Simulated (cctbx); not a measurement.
## What is wrong with this refinement?

Cell a = 9.9950 Å, b = 10.4440 Å, c = 10.4520 Å, α = 90.00°, β = 90.00°, γ = 90.00°; space group Immm (no. 71). The compound is Tb12Mg4InSn.

Simulated single-crystal data (cctbx): Ag Kα, λ = 0.56087 Å, to d = 0.84 Å, 50 % of the full sphere, strongest reflection 20000 counts, noise from counting, a 6 % proportional error and a noise floor of 2 counts (s.d.); no absorption, and some extinction, which the refinements don't model.

An anisotropic refinement with weights 1/σ² prints:

```text
Rint 0.046, 564 unique reflections to 0.84 A
cycle     R1     wR2    GooF  max shift (A)
   1  0.2929  0.6458  14.345   0.10574
   3  0.0885  0.2743   6.094   0.00032
final R1 0.0885 wR2 0.2743 GooF 6.094  parameters 32  data/parameter 17.6
atom        x        y        z      Ueq    occ   su(xyz)  su(Uiso or U11)
Sn1    0.28788  0.50000  0.31920  -0.0134  1.000  0.00021  0.0013  NPD
Tb1    0.30751  0.82372  0.50000   0.0088  1.000  0.00022  0.0014
Tb2    0.00000  0.25871  0.70849   0.0140  1.000  0.00022  0.0016
Tb3    0.00000  0.00000  0.50000   0.0383  1.000  0.00000  0.0040
In1    0.50000  0.00000  0.00000   0.0130  1.000  0.00000  0.0032
Mg1    0.00000  0.87513  0.00000   0.0125  1.000  0.00217  0.0113
Mg2    0.50000  0.00000  0.36893   0.0220  1.000  0.00272  0.0122
difference map: max 19.18 min -7.41 rms 1.54
Q1    0.2178  0.0000  0.1874    8   19.68  0.09 A from Sn1
Q2    0.1987  0.3163  0.0000    8   10.53  0.10 A from Tb1
Q3    0.0000  0.2442  0.2794    8    8.40  0.20 A from Tb2
Q4    0.0000  0.5000  0.5000    2    6.45  0.00 A from In1
Q5    0.0000  0.5000  0.1647    4    5.89  0.35 A from Mg2
Q6    0.0000  0.0973  0.0000    4    3.46  0.29 A from Mg1
```

Q: Accept it or mend it, and why?

Mend it. The fault: elements exchanged: Tb3 is Sn and Sn1 is Tb. Against the right model at the same level, R1 goes from 0.0171 to 0.0885 and GooF from 0.94 to 6.09, U of Sn1 shrinks from 0.0073 to -0.0134 Å², U of Tb3 swells from 0.0189 to 0.0383 Å², the top difference peak, 19.7 e/Å³, lies on Sn1 and Sn1 goes non-positive-definite. Tb3 has 15 electrons too many and its U swells to shed them, as expected; Sn1 has 15 electrons too few and its U shrinks to make up, as expected.

The compound is Tb12Mg4InSn. The right model at the same level gives:

```text
Rint 0.046, 564 unique reflections to 0.84 A
cycle     R1     wR2    GooF  max shift (A)
   1  0.0376  0.1232   2.737   0.00945
   2  0.0171  0.0424   0.942   0.00001
final R1 0.0171 wR2 0.0424 GooF 0.942  parameters 32  data/parameter 17.6
atom        x        y        z      Ueq    occ   su(xyz)  su(Uiso or U11)
Tb1    0.28769  0.50000  0.31902   0.0073  1.000  0.00003  0.0002
Tb2    0.30723  0.82344  0.50000   0.0105  1.000  0.00003  0.0002
Tb3    0.00000  0.25853  0.70890   0.0160  1.000  0.00003  0.0002
Sn1    0.00000  0.00000  0.50000   0.0189  1.000  0.00000  0.0006
In1    0.50000  0.00000  0.00000   0.0134  1.000  0.00000  0.0005
Mg1    0.00000  0.87994  0.00000   0.0145  1.000  0.00032  0.0017
Mg2    0.50000  0.00000  0.35800   0.0184  1.000  0.00038  0.0017
difference map: max 1.33 min -1.49 rms 0.28
Q1    0.1915  0.1772  0.5000    8    1.35  1.16 A from Tb2
Q2    0.0000  0.5000  0.3691    4    1.18  1.37 A from In1
Q3    0.2096  0.5000  0.3234    8    1.00  0.78 A from Tb1
Q4    0.0742  0.3808  0.0000    8    0.99  1.33 A from Tb2
Q5    0.0903  0.2384  0.5000    8    0.98  2.26 A from Tb2
Q6    0.0000  0.4360  0.0000    4    0.97  1.63 A from Mg2
```

The model was made for the exercise: a known structure type with other elements put in, its volume estimated, not relaxed; displacement parameters are assumed.

[Middle refinement cycles are left out of these outputs.]

[Logs are printed without paths, hosts, clocks, repeated set-up lines and the standing remarks that a program may print on its own settings, such as how far it seeks lower states.]
